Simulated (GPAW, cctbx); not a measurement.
# Reading charge transfer from structure factors

SrLi2PbS4, I-42m (no. 121), a = 6.7684 Å, b = 6.7684 Å, c = 8.1956 Å, α = 90.00°, β = 90.00°, γ = 90.00°.

| atom | mult. | x | y | z |
| --- | --- | --- | --- | --- |
| Pb1 | 2 | 0 | 0 | 0 |
| Sr1 | 2 | 0 | 0 | 1/2 |
| S1 | 8 | 0.2856 | 0.2856 | 0.6772 |
| Li1 | 4 | 0 | 1/2 | 3/4 |

The cell comes from substitution in a known structure type and wasn't matched to any measured phase.

Absolute values of the static structure factors of the conventional cell from DFT (PBE, GPAW) against free spherical atoms, in electrons:

| hkl | d (Å) | free atoms | crystal |
| --- | --- | --- | --- |
| 101 | 5.219 | 97.43 | 97.24 |
| 110 | 4.786 | 219.84 | 219.46 |
| 002 | 4.098 | 144.61 | 142.82 |
| 200 | 3.384 | 128.42 | 127.02 |
| 112 | 3.113 | 225.79 | 226.59 |
| 211 | 2.839 | 80.85 | 80.97 |
| 202 | 2.609 | 244.01 | 244.03 |
| 103 | 2.533 | 59.75 | 59.63 |
| 220 | 2.393 | 274.46 | 274.51 |
| 301 | 2.175 | 53.97 | 54.21 |

**Question.** Which way does charge move, and which reflections show it best?

Project each element's phase sum on the total phase. At low angle |F| should rise if density moves to atoms that scatter in phase and fall if it moves to atoms that scatter against it.

| hkl | Pb in phase | Sr in phase | S in phase | Li in phase | change (e) | (%) |
| --- | --- | --- | --- | --- | --- | --- |
| 101 | +2.0 | -2.0 | +0.8 | 0.0 | -0.19 | -0.2 |
| 110 | +2.0 | +2.0 | +0.4 | -4.0 | -0.38 | -0.2 |
| 002 | +2.0 | +2.0 | -4.9 | -4.0 | -1.79 | -1.2 |
| 200 | +2.0 | +2.0 | -7.2 | +4.0 | -1.40 | -1.1 |
| 112 | +1.9 | +1.9 | +1.7 | +3.8 | +0.80 | +0.4 |
| 211 | +1.8 | -1.8 | +0.7 | 0.0 | +0.13 | +0.2 |
| 202 | +2.0 | +2.0 | +4.4 | -4.0 | +0.02 | 0.0 |
| 103 | +2.0 | -2.0 | -1.7 | 0.0 | -0.12 | -0.2 |

Low-angle reflections that set elements apart and change by more than 0.05 e: 101, 110, 002, 200, 112, 211 and 103. The real-space density gives Voronoi charges Pb +0.46, Sr +0.30, S -0.26, Li +0.13 e. The signs that these charges predict hold for 101, 110, 002, 200 and 103 and fail for 112 and 211, so the simple rule can't give the direction here. The reflections see the density near the nuclei and the atoms' change of size and shape; Voronoi cells count what crosses the midplanes.
